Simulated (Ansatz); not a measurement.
# H on Ni(111): change of the work function

Wanted: Δφ(θ) for H/Ni(111), starting from the fcc site.

Calculated with Ansatz 0.2.0; plane-wave DFT, PBE, Ansatz PAW.

**1. Set-up**

The cell holds 4 atoms: 4 Ni. Its edges and angles: a = 2.489 Å, b = 2.489 Å, c = 24.097 Å, α = 90.0°, β = 90.0°, γ = 60.0°. Vacuum lies along c.

**2. The clean slab**

The bare slab comes first, as the zero from which every change is counted. The two lowest layers are held at bulk places and the upper ones relax. The dipole correction removes the false field that a one-sided slab makes across the periodic vacuum, so each face gets a flat vacuum level of its own.

input.yaml reads:

```yaml
crystal:
  lattice:
    - [2.4890158698, 0.0, 0.0]
    - [1.2445079349, 2.1555509736, 0.0]
    - [0.0, 0.0, 24.0968188426]
  atoms:
    - { symbol: Ni, position: [0.0, 0.0, 0.3734932839], spin: 0.7 }
    - { symbol: Ni, position: [0.3333333333, 0.3333333333, 0.4578310946], spin: 0.7 }
    - { symbol: Ni, position: [0.6666666667, 0.6666666667, 0.5421689054], spin: 0.7 }
    - { symbol: Ni, position: [0.0, 0.0, 0.6265067161], spin: 0.7 }
magnetization:
  spin_polarized: true
kpoints:
  mp_grid: { grid: [12, 12, 1] }
hamiltonian:
  xc: pbe
scf:
  occupations: { method: fermi_dirac, width: 0.1 }
  convergence: { dr2_threshold: 1.0e-08 }
efield:
  axis: 3
  dipole_correction: true
  ramp_position: 0.97
  ramp_width: 0.06
relax:
  f_tol: 0.02
  max_steps: 60
  constraints: [{ sites: [0, 1] }]
output:
  write_potential: true
  write_density: true
  volumetric_format: npy
```

The run is started by

```sh
ansatz run input.yaml --threads 4 --pin off --max-ram 6144MiB --backend cpu --events-out ev --progress --plain --runs-dir out
```

Numbers of over 12 decimals in the logs are rounded to 6 here.

Output:

```text
Engine: ansatz 0.2.0, x86_64-unknown-linux-gnu
Pseudopotentials: kind: paw
Pseudopotential: Ni, paw, valence charge 18, recommended cutoff 420 eV (normal), Ni.paw.azcp
Functional definition: PBE
  parameter kappa = 0.804
  parameter beta = 0.066725
  exchange = pbe_x(kappa = kappa, mu = beta*pi^2/3)
  correlation = pbe_c(beta = beta)
Crystal: 4 atoms, lattice volume = 129.284 Å³
Basis set: ecut = 420 eV, 2439 PW (Γ), exchange–correlation on 36×36×324 points (8 copies of the dense FFT grid, shifted against one another)
Bands: 45, of which v1, the nominal top of the filled ones, is band 36 counted from 1 (35 counted from 0)
Symmetry: 6 space group operations
k-points: 19 of 144 (time reversal used)
Non-local potential: Ni, projectors of the file, l = 0: 3, l = 1: 2, l = 2: 3, l = 3: 1
PAW form: soft (Blöchl's): semilocal exchange-correlation on the pseudo side does not see the compensation charge
PAW one-centre angular grid: Ni, 590 points (default); XC on 64 Gauss nodes
Initial density: superposition of atomic densities (neutral atoms: chi_scale 0, normalization atom)
Starting moments: Σ|m| = 2.8 μB on 4 of 4 sites
Initial wavefunctions: pseudopotential atomic-orbital guess
Functional: x = pbe(κ = 0.804, μ = 0.219515), c = pbe(β = 0.066725)
SCF iter   1: F=—  HF=-23353.905145 eV  |F-HF|=—  |Δ(HF+E_count)|=         —  Δρ=2.86e-2 (↑1.12e-2 ↓2.86e-2)  dr2=2.62e0  dr2_m=2.76e-1  M=2.997 μB ∫|m|=3.146 μB  β_m=1.00  ethr=3.10e-3  p=0.000 e·Å  D=5.13e-13 V/Å  ΔV_dip=-0.00 eV  dr2_dipole=4.80e-7  V_vac-E_F(+/−)=7.25/7.25 eV  ⟨swp⟩=10.9  Hψ=8806  notcnv=0  defer=16
Mixer restart at iter 1: flushing history
efield: sawtooth ramp at fractional position 0.9700 (set: `efield.ramp_position`, or a place that a band, a saddle search or an elastic batch's reference lends), width 0.0600; the density the first Hamiltonian is built on has a dipole p = 0.000 e·Å; the dipole correction subtracts the counter field D = 5.13e-13 V/Å, which shifts the + side's vacuum level by -0.00 eV against the − side's; the planar-averaged density in the ramp window peaks in size at 7.6e-6 e/Å³
preconditioner: auto → LDOS  [metal: Δε(μ)=0.005 eV  Ē_g=7.174 eV  σ=0.100 eV  W_gap=0.01  n_scr=18 (ndim 8)  ℏωp=20.7 eV  f_vac=0.604  D(μ)=7.90/eV (n_scr^D=102)]
spin=Collinear: LDOS preconditioning applied to the charge; magnetization (m = ρ↑ − ρ↓) channel mixes plain (no charge-response kernel on spin).
SCF iter   2: F=—  HF=-23354.537091 eV  |F-HF|=—  |Δ(HF+E_count)|=   6.32e-1  Δρ=1.21e-2 (↑1.21e-2 ↓9.37e-3)  dr2=4.70e-1  dr2_m=6.08e-3  M=2.950 μB ∫|m|=3.239 μB  β_m=0.32  ethr=3.10e-3  p=-0.000 e·Å  D=-1.18e-5 V/Å  ΔV_dip=0.00 eV  dr2_dipole=1.68e-7  V_vac-E_F(+/−)=6.45/6.45 eV  ⟨swp⟩=2.3  Hψ=2954  notcnv=0  defer=39
density mixer auto → msr1: a metal under ldos (density of states about μ 3.85 of a free-electron gas's, 18 screened modes)
SCF iter   3: F=—  HF=-23355.900692 eV  |F-HF|=—  |Δ(HF+E_count)|=    1.36e0  Δρ=6.31e-3 (↑6.31e-3 ↓4.98e-3)  dr2=1.22e-1  dr2_m=5.55e-3  M=2.942 μB ∫|m|=3.263 μB  β_m=0.52  ethr=6.53e-4  p=-0.000 e·Å  D=-1.61e-7 V/Å  ΔV_dip=0.00 eV  dr2_dipole=5.97e-9  V_vac-E_F(+/−)=6.01/6.01 eV  ⟨swp⟩=3.0  Hψ=2841  notcnv=0  defer=40
SCF iter   4: F=—  HF=-23357.393575 eV  |F-HF|=—  |Δ(HF+E_count)|=         —  Δρ=6.98e-3 (↑4.12e-3 ↓6.98e-3)  dr2=1.03e-1  dr2_m=3.75e-3  M=2.826 μB ∫|m|=3.215 μB  β_m=0.52  ethr=1.70e-4  p=-0.000 e·Å  D=-2.42e-6 V/Å  ΔV_dip=0.00 eV  dr2_dipole=3.14e-9  V_vac-E_F(+/−)=5.44/5.44 eV  ⟨swp⟩=3.7  Hψ=3872  notcnv=0  defer=38
SCF iter   5: F=—  HF=-23357.642354 eV  |F-HF|=—  |Δ(HF+E_count)|=   2.49e-1  Δρ=4.88e-3 (↑1.50e-3 ↓4.88e-3)  dr2=3.19e-2  dr2_m=5.57e-3  M=2.736 μB ∫|m|=3.135 μB  β_m=0.76  ethr=1.43e-4  p=0.000 e·Å  D=1.06e-6 V/Å  ΔV_dip=-0.00 eV  dr2_dipole=4.31e-9  V_vac-E_F(+/−)=5.26/5.26 eV  ⟨swp⟩=2.4  Hψ=2763  notcnv=0  defer=40
SCF iter   6: F=—  HF=-23357.693928 eV  |F-HF|=—  |Δ(HF+E_count)|=   5.16e-2  Δρ=2.88e-3 (↑1.47e-3 ↓2.88e-3)  dr2=1.26e-2  dr2_m=1.52e-3  M=2.669 μB ∫|m|=3.070 μB  β_m=0.86  ethr=4.44e-5  p=-0.000 e·Å  D=-5.89e-6 V/Å  ΔV_dip=0.00 eV  dr2_dipole=2.14e-8  V_vac-E_F(+/−)=5.15/5.15 eV  ⟨swp⟩=2.2  Hψ=2708  notcnv=0  defer=40
SCF iter   7: F=—  HF=-23357.694448 eV  |F-HF|=—  |Δ(HF+E_count)|=   5.20e-4  Δρ=2.31e-3 (↑1.35e-3 ↓2.31e-3)  dr2=9.68e-3  dr2_m=5.46e-4  M=2.662 μB ∫|m|=3.065 μB  β_m=0.72  ethr=1.75e-5  p=0.000 e·Å  D=1.38e-5 V/Å  ΔV_dip=-0.00 eV  dr2_dipole=5.09e-8  V_vac-E_F(+/−)=5.06/5.06 eV  ⟨swp⟩=2.7  Hψ=3609  notcnv=0  defer=46
SCF iter   8: F=—  HF=-23357.693229 eV  |F-HF|=—  |Δ(HF+E_count)|=   1.22e-3  Δρ=4.06e-4 (↑1.85e-4 ↓4.06e-4)  dr2=3.64e-4  dr2_m=1.71e-5  M=2.660 μB ∫|m|=3.064 μB  β_m=0.68  ethr=1.34e-5  p=-0.000 e·Å  D=-3.61e-6 V/Å  ΔV_dip=0.00 eV  dr2_dipole=1.02e-8  V_vac-E_F(+/−)=5.09/5.09 eV  ⟨swp⟩=2.0  Hψ=2577  notcnv=0  defer=48
SCF iter   9: F=—  HF=-23357.693190 eV  |F-HF|=—  |Δ(HF+E_count)|=   3.90e-5  Δρ=1.79e-4 (↑7.00e-5 ↓1.79e-4)  dr2=3.02e-5  dr2_m=1.70e-5  M=2.661 μB ∫|m|=3.067 μB  β_m=0.69  ethr=5.05e-7  p=0.000 e·Å  D=3.90e-6 V/Å  ΔV_dip=-0.00 eV  dr2_dipole=1.53e-8  V_vac-E_F(+/−)=5.09/5.09 eV  ⟨swp⟩=3.2  Hψ=3585  notcnv=0  defer=48
SCF iter  10: F=—  HF=-23357.693186 eV  |F-HF|=—  |Δ(HF+E_count)|=   3.73e-6  Δρ=5.06e-5 (↑4.29e-5 ↓5.06e-5)  dr2=1.84e-6  dr2_m=2.32e-6  M=2.661 μB ∫|m|=3.067 μB  β_m=0.80  ethr=4.19e-8  p=-0.000 e·Å  D=-3.67e-6 V/Å  ΔV_dip=0.00 eV  dr2_dipole=5.53e-9  V_vac-E_F(+/−)=5.08/5.08 eV  ⟨swp⟩=2.1  Hψ=2621  notcnv=0  defer=48
SCF iter  11: F=—  HF=-23357.693187 eV  |F-HF|=—  |Δ(HF+E_count)|=   9.70e-7  Δρ=2.05e-5 (↑1.28e-5 ↓2.05e-5)  dr2=6.08e-7  dr2_m=1.91e-7  M=2.661 μB ∫|m|=3.067 μB  β_m=0.87  ethr=2.55e-9  p=0.000 e·Å  D=7.88e-6 V/Å  ΔV_dip=-0.00 eV  dr2_dipole=2.88e-8  V_vac-E_F(+/−)=5.08/5.08 eV  ⟨swp⟩=2.1  Hψ=2535  notcnv=0  defer=48
SCF iter  12: F=—  HF=-23357.693187 eV  |F-HF|=—  |Δ(HF+E_count)|=   2.50e-7  Δρ=1.80e-5 (↑1.51e-5 ↓1.80e-5)  dr2=9.32e-7  dr2_m=1.73e-8  M=2.661 μB ∫|m|=3.067 μB  β_m=0.65  ethr=8.44e-10  p=-0.000 e·Å  D=-1.24e-5 V/Å  ΔV_dip=0.00 eV  dr2_dipole=7.46e-8  V_vac-E_F(+/−)=5.08/5.08 eV  ⟨swp⟩=2.4  Hψ=3367  notcnv=0  defer=48
SCF iter  13: F=—  HF=-23357.693187 eV  |F-HF|=—  |Δ(HF+E_count)|=   2.12e-7  Δρ=3.08e-6 (↑2.15e-6 ↓3.08e-6)  dr2=3.93e-8  dr2_m=2.55e-9  M=2.661 μB ∫|m|=3.067 μB  β_m=0.82  ethr=8.44e-10  p=-0.000 e·Å  D=-2.10e-6 V/Å  ΔV_dip=0.00 eV  dr2_dipole=1.00e-8  V_vac-E_F(+/−)=5.08/5.08 eV  ⟨swp⟩=2.1  Hψ=2507  notcnv=0  defer=48
[...]
density mixer auto → msr1: a metal under ldos (density of states about μ 3.54 of a free-electron gas's, 18 screened modes)
SCF iter   3: F=—  HF=-23357.695252 eV  |F-HF|=—  |Δ(HF+E_count)|=   3.47e-6  Δρ=3.61e-4 (↑3.61e-4 ↓2.26e-4)  dr2=1.98e-4  dr2_m=3.76e-5  M=2.664 μB ∫|m|=3.069 μB  β_m=0.44  ethr=1.15e-6  p=0.001 e·Å  D=1.05e-3 V/Å  ΔV_dip=-0.03 eV  dr2_dipole=3.96e-5  V_vac-E_F(+/−)=5.05/5.08 eV  ⟨swp⟩=1.8  Hψ=2160  notcnv=0  defer=48
SCF iter   4: F=—  HF=-23357.695307 eV  |F-HF|=—  |Δ(HF+E_count)|=   5.46e-5  Δρ=1.71e-4 (↑1.71e-4 ↓1.57e-4)  dr2=3.30e-5  dr2_m=2.06e-5  M=2.663 μB ∫|m|=3.067 μB  β_m=0.46  ethr=2.74e-7  p=0.001 e·Å  D=8.26e-4 V/Å  ΔV_dip=-0.02 eV  dr2_dipole=2.44e-8  V_vac-E_F(+/−)=5.06/5.08 eV  ⟨swp⟩=1.5  Hψ=1942  notcnv=0  defer=48
SCF iter   5: F=—  HF=-23357.695322 eV  |F-HF|=—  |Δ(HF+E_count)|=   1.50e-5  Δρ=7.39e-5 (↑5.22e-5 ↓7.39e-5)  dr2=5.11e-6  dr2_m=4.02e-6  M=2.662 μB ∫|m|=3.067 μB  β_m=0.61  ethr=4.58e-8  p=0.000 e·Å  D=6.00e-4 V/Å  ΔV_dip=-0.01 eV  dr2_dipole=8.35e-7  V_vac-E_F(+/−)=5.07/5.08 eV  ⟨swp⟩=2.1  Hψ=2952  notcnv=0  defer=48
SCF iter   6: F=—  HF=-23357.695328 eV  |F-HF|=—  |Δ(HF+E_count)|=   6.07e-6  Δρ=4.54e-5 (↑4.33e-5 ↓4.54e-5)  dr2=5.56e-6  dr2_m=7.71e-7  M=2.661 μB ∫|m|=3.066 μB  β_m=0.57  ethr=7.10e-9  p=0.000 e·Å  D=4.49e-4 V/Å  ΔV_dip=-0.01 eV  dr2_dipole=1.55e-7  V_vac-E_F(+/−)=5.07/5.08 eV  ⟨swp⟩=3.1  Hψ=3518  notcnv=0  defer=48
SCF iter   7: F=—  HF=-23357.695328 eV  |F-HF|=—  |Δ(HF+E_count)|=   4.71e-7  Δρ=2.52e-5 (↑2.52e-5 ↓1.49e-5)  dr2=2.59e-6  dr2_m=2.45e-7  M=2.661 μB ∫|m|=3.065 μB  β_m=0.52  ethr=7.10e-9  p=0.000 e·Å  D=3.65e-4 V/Å  ΔV_dip=-0.01 eV  dr2_dipole=9.20e-7  V_vac-E_F(+/−)=5.07/5.08 eV  ⟨swp⟩=2.1  Hψ=2796  notcnv=0  defer=48
SCF iter   8: F=—  HF=-23357.695328 eV  |F-HF|=—  |Δ(HF+E_count)|=   1.09e-7  Δρ=1.02e-5 (↑9.83e-6 ↓1.02e-5)  dr2=4.20e-8  dr2_m=1.01e-7  M=2.661 μB ∫|m|=3.065 μB  β_m=0.69  ethr=3.59e-9  p=0.000 e·Å  D=3.80e-4 V/Å  ΔV_dip=-0.01 eV  dr2_dipole=2.33e-9  V_vac-E_F(+/−)=5.07/5.08 eV  ⟨swp⟩=2.4  Hψ=2345  notcnv=0  defer=48
SCF iter   9: F=—  HF=-23357.695329 eV  |F-HF|=—  |Δ(HF+E_count)|=   1.88e-7  Δρ=4.89e-6 (↑4.06e-6 ↓4.89e-6)  dr2=1.37e-7  dr2_m=1.16e-8  M=2.660 μB ∫|m|=3.065 μB  β_m=0.62  ethr=5.83e-11  p=0.000 e·Å  D=3.76e-4 V/Å  ΔV_dip=-0.01 eV  dr2_dipole=2.32e-9  V_vac-E_F(+/−)=5.07/5.08 eV  ⟨swp⟩=3.1  Hψ=3702  notcnv=0  defer=48
SCF iter  10: F=—  HF=-23357.695329 eV  |F-HF|=—  |Δ(HF+E_count)|=   1.84e-9  Δρ=2.50e-6 (↑2.50e-6 ↓2.27e-6)  dr2=2.53e-8  dr2_m=3.15e-9  M=2.660 μB ∫|m|=3.065 μB  β_m=0.56  ethr=5.83e-11  p=0.000 e·Å  D=3.70e-4 V/Å  ΔV_dip=-0.01 eV  dr2_dipole=7.78e-9  V_vac-E_F(+/−)=5.07/5.08 eV  ⟨swp⟩=2.3  Hψ=3258  notcnv=0  defer=48
SCF iter  11: F=—  HF=-23357.695329 eV  |F-HF|=—  |Δ(HF+E_count)|=   4.05e-9  Δρ=1.37e-6 (↑1.37e-6 ↓1.25e-6)  dr2=3.07e-9  dr2_m=1.07e-9  M=2.660 μB ∫|m|=3.065 μB  β_m=0.56  ethr=3.52e-11  p=0.000 e·Å  D=3.74e-4 V/Å  ΔV_dip=-0.01 eV  dr2_dipole=4.16e-10  V_vac-E_F(+/−)=5.07/5.08 eV  ⟨swp⟩=2.0  Hψ=2494  notcnv=0  defer=48
SCF iter  12: F=—  HF=-23357.695329 eV  |F-HF|=—  |Δ(HF+E_count)|=  8.37e-11  Δρ=9.58e-7 (↑9.58e-7 ↓4.74e-7)  dr2=1.32e-9  dr2_m=5.62e-10  M=2.660 μB ∫|m|=3.065 μB  β_m=0.78  ethr=4.27e-12  p=0.000 e·Å  D=3.75e-4 V/Å  ΔV_dip=-0.01 eV  dr2_dipole=7.01e-11  V_vac-E_F(+/−)=5.07/5.08 eV  ⟨swp⟩=2.1  Hψ=2475  notcnv=0  defer=48
SCF iter  13: F=—  HF=-23357.695329 eV  |F-HF|=—  |Δ(HF+E_count)|=   1.49e-9  Δρ=2.68e-6 (↑4.01e-7 ↓2.68e-6)  dr2=1.69e-8  dr2_m=1.71e-9  M=2.660 μB ∫|m|=3.065 μB  β_m=0.89  ethr=1.84e-12  p=0.000 e·Å  D=3.77e-4 V/Å  ΔV_dip=-0.01 eV  dr2_dipole=1.44e-11  V_vac-E_F(+/−)=5.07/5.08 eV  ⟨swp⟩=2.0  Hψ=2427  notcnv=0  defer=48
SCF iter  14: F=-23357.695329 eV  HF=-23357.695329 eV  |F-HF|=3.66e-9  |Δ(HF+E_count)|=  7.82e-10  Δρ=1.02e-6 (↑4.28e-7 ↓1.02e-6)  dr2=3.49e-9  dr2_m=1.32e-10  M=2.660 μB ∫|m|=3.065 μB  ethr=1.84e-12  p=0.000 e·Å  D=3.78e-4 V/Å  ΔV_dip=-0.01 eV  dr2_dipole=6.94e-10  V_vac-E_F(+/−)=5.07/5.08 eV  ⟨swp⟩=6.3  Hψ=10618  notcnv=0
SCF 3 converged in 14 iterations: F = -23357.695329 eV  dr2 = 3.49e-9
relax step   3: F+E_penalty+E_count = -23357.69532856 eV  Δ(F+E_penalty+E_count) = -7.169e-4 eV  max|allowed force component| = 2.491e-3 eV/Å  Δτ_max = 0.0193 Å  (14 SCF iters, accepted)
NSCF: frozen V_eff on 19 k-points
the band table was solved once a step of the walk had ended and its energy, with any forces and stress, was formed, with the checks that follow a solve (9227 applications of the Hamiltonian). They found nothing against the state; the energy, forces and stress were not computed again (output.eigenvalues in the input reference)
WARN: The output density's exchange-correlation potential varies sharply where the density is thin. Do not read a vacuum level from v_tot or v_xc, or from such a field of the output density. On a cell that repeats whose density bears no net charge and no dipole along the vacuum's axis use v_es (v_loc + v_h of the components); under efield.dipole_correction with no amplitude use v_es + v_field, which holds any externa [...]
SCF converged after 14 iterations
Magnetization: 2.6604 μB (37.3302 up, 34.6698 down)
Absolute magnetization: 3.0681 μB (∫|ρ↑−ρ↓|, with the PAW one-centre terms)
Spin contamination: 0.0397 ħ² per cell (⟨S²⟩ above its minimum at these occupations)
Per-site moments (μB) at R_I (Å): [(0.697094, 1.026719), (0.715500, 1.024444), (0.716982, 1.017614), (0.700575, 1.017614)]
Free energy (F): -23357.695329 eV
Harris-Foulkes:  -23357.695329 eV  (|F-HF|=3.66e-9)
Internal energy: -23357.459514 eV  (E = F + TS)
E sigma→0 (E₀):  -23357.577421 eV
Entropy (-TS):   -0.235815 eV (-58.954 meV/atom)
Fermi energy:    2.806611 eV
Dipole field:    D = 0.000422 V/Å  (p = 0.000302 e·Å, saw-weighted, corrected)
Work function:   Φ+ = 5.0720 eV   Φ− = 5.0821 eV
Levels:          The Fermi level and band energies are counted from a zero that moves with the ramp; work functions are not
--- Per-component energies (eV) ---
  E_band       = -2233.047882
  E_kinetic    = 1126.070200
  E_local      = -172553.831649  (includes V_loc(G=0)·N_el)
  E_nonlocal   = 2547.333307
  E_hartree    = 84594.347353
  E_xc         = -336.334419
  E_vxc        = -433.429842  (∫ρ·V_xc dr)
  E_paw        = -6522.740076  (= ΣΔE_a)
  E_vpaw       = -2107.890494  (= ΣTr[D̂ρ^β])
  E_aug_tail   = 0.002094  (compensation charges beyond the density's cutoff)
  E_efield     = 0.000000  (sawtooth field / dipole correction)
  E_vefield    = 0.000309  (∫n·V_field dr)
  E_ewald      = 67787.693676
  E_smearing   = -0.235815  (= −TS)
  E_closure    = 0.000000  (closes the sum)
  Σ components = -23357.695329   (vs F -23357.695329, Δ=0.00e0)
--- Forces (eV/Å), atoms counted from 1 ---
  atom   1  Ni    -0.00000000    -0.00000000     0.14360234
  atom   2  Ni    -0.00000000    -0.00000000    -0.14451777
  atom   3  Ni     0.00000000     0.00000000    -0.00158959
  atom   4  Ni     0.00000000     0.00000000     0.00249092
  max |Σ_I F_I| component: 1.41e-5 eV/Å
--- Band table (eV; the first three rows and the last of 38) ---
  k-point 0 ↑: bands = [... 32 lower, 1.4980, 1.6464, 1.6464, 2.0208, 2.0208, 2.1301, 2.1788, 2.1788, ... 5 higher]
  k-point 1 ↑: bands = [... 32 lower, 1.4402, 1.5080, 1.6627, 1.6938, 1.8504, 2.0182, 2.1827, 2.7997, ... 5 higher]
  k-point 2 ↑: bands = [... 32 lower, 1.2167, 1.3936, 1.5035, 1.6730, 2.0108, 2.1822, 2.1914, 3.6577, ... 5 higher]
  k-point 18 ↓: bands = [... 32 lower, 2.7441, 2.8850, 2.8850, 2.8927, 7.8453, 8.0826, 8.0958, 8.8517, ... 5 higher]
--- Relaxed structure (3 steps of the walk, 3 accepted, 0 SCFs on fresh bases) ---
  F+E_penalty+E_count = -23357.69532856 eV   max|allowed force component| = 2.491e-3 eV/Å
  atoms:
    - { symbol: Ni, position: [0.0, 0.0, 0.373493] }
    - { symbol: Ni, position: [0.333333, 0.333333, 0.4578310946] }
    - { symbol: Ni, position: [0.666667, 0.666667, 0.541888] }
    - { symbol: Ni, position: [0, 0.0, 0.625102] }
```

The job ended after 20 s (4 threads of Intel Xeon Platinum 8375C at 2.90GHz (Ice Lake), shared host; peak memory 0.6 GiB; 76 s of CPU time).

The steps of the relaxation:

```
step  energy less that of the first step (eV)  largest force component (eV/Å)
   1                                   0.0000                          0.1468
   2                                  -0.0014                          0.0868
   3                                  -0.0021                          0.0025
```

Forces are held to the 6 operations that the run works with; a distortion that breaks them can't arise in this run.

The atoms that moved most (Å):

```
atom     dx     dy      dz  length
 Ni4  0.000  0.000  -0.034   0.034
 Ni3  0.000  0.000  -0.007   0.007
```

The relaxed structure:

```xyz
4
Lattice="2.4890 0.0000 0.0000 1.2445 2.1556 0.0000 0.0000 0.0000 24.0968" Properties=species:S:1:pos:R:3
Ni    0.0000    0.0000    9.0000
Ni    1.2445    0.7185   11.0323
Ni    2.4890    1.4370   13.0578
Ni    0.0000    0.0000   15.0630
```

This step gave:

```yaml
energy_at_zero_smearing: -23357.5774 eV
total_moment: 2.660 μB
site_moments: 0.6971, 0.7155, 0.7170, 0.7006 μB
work_function_upper_face: 5.072 eV
dipole_along_the_normal: 3.02e-4 e·Å
```

Running mean over 2.032 Å of the planar mean; the ramp of the sawtooth is left out. The electron's electrostatic potential energy less the Fermi level by z:

```
z (Å)  electron's electrostatic potential energy less the Fermi level (eV)
  3.0                                                                 5.08
  3.5                                                                 5.08
  4.0                                                                 5.08
  4.5                                                                 5.08
  5.0                                                                 5.08
  5.5                                                                 5.07
  6.0                                                                 5.03
  6.5                                                                 4.90
  7.0                                                                 4.40
  7.5                                                                 2.24
  8.0                                                                -3.19
  8.5                                                                -8.38
  9.0                                                                -10.0
  9.5                                                                -10.3
 10.0                                                                -10.3
 10.5                                                                -10.4
 11.0                                                                -10.4
 11.5                                                                -10.4
 12.0                                                                -10.5
 12.5                                                                -10.5
 13.0                                                                -10.4
 13.5                                                                -10.5
 14.0                                                                -10.6
 14.5                                                                -10.5
 15.0                                                                -10.2
 15.5                                                                -8.78
 16.0                                                                -3.97
 16.5                                                                 1.74
 17.0                                                                 4.26
 17.5                                                                 4.85
 18.0                                                                 5.01
 18.5                                                                 5.06
 19.0                                                                 5.07
 19.5                                                                 5.07
 20.0                                                                 5.07
 20.5                                                                 5.07
 21.0                                                                 5.07
```

Site moment by atom:

```
atom  site moment (μB)
 Ni1             0.697
 Ni2             0.715
 Ni3             0.717
 Ni4             0.701
```

The relaxation took 3 steps and lowered the energy by 0.0021 eV; the largest force on the free atoms ends at 0.0025 eV/Å.

The work function of the upper face is 5.07 eV.

(Continued in part 2 of 3.)

[Logs are printed without paths, hosts, clocks, repeated set-up lines and the standing remarks that a program may print on its own settings, such as how far it seeks lower states.]

[Hosts, paths, dates, database ids (printed as entryN), source tags and the programs' standing remarks are cut or masked in the printed files.]

[Maps of the electrostatic potential energy from Ansatz leave out the sawtooth potential of an applied field or a dipole correction, so their vacuum need not be flat; planar profiles and work functions include it.]
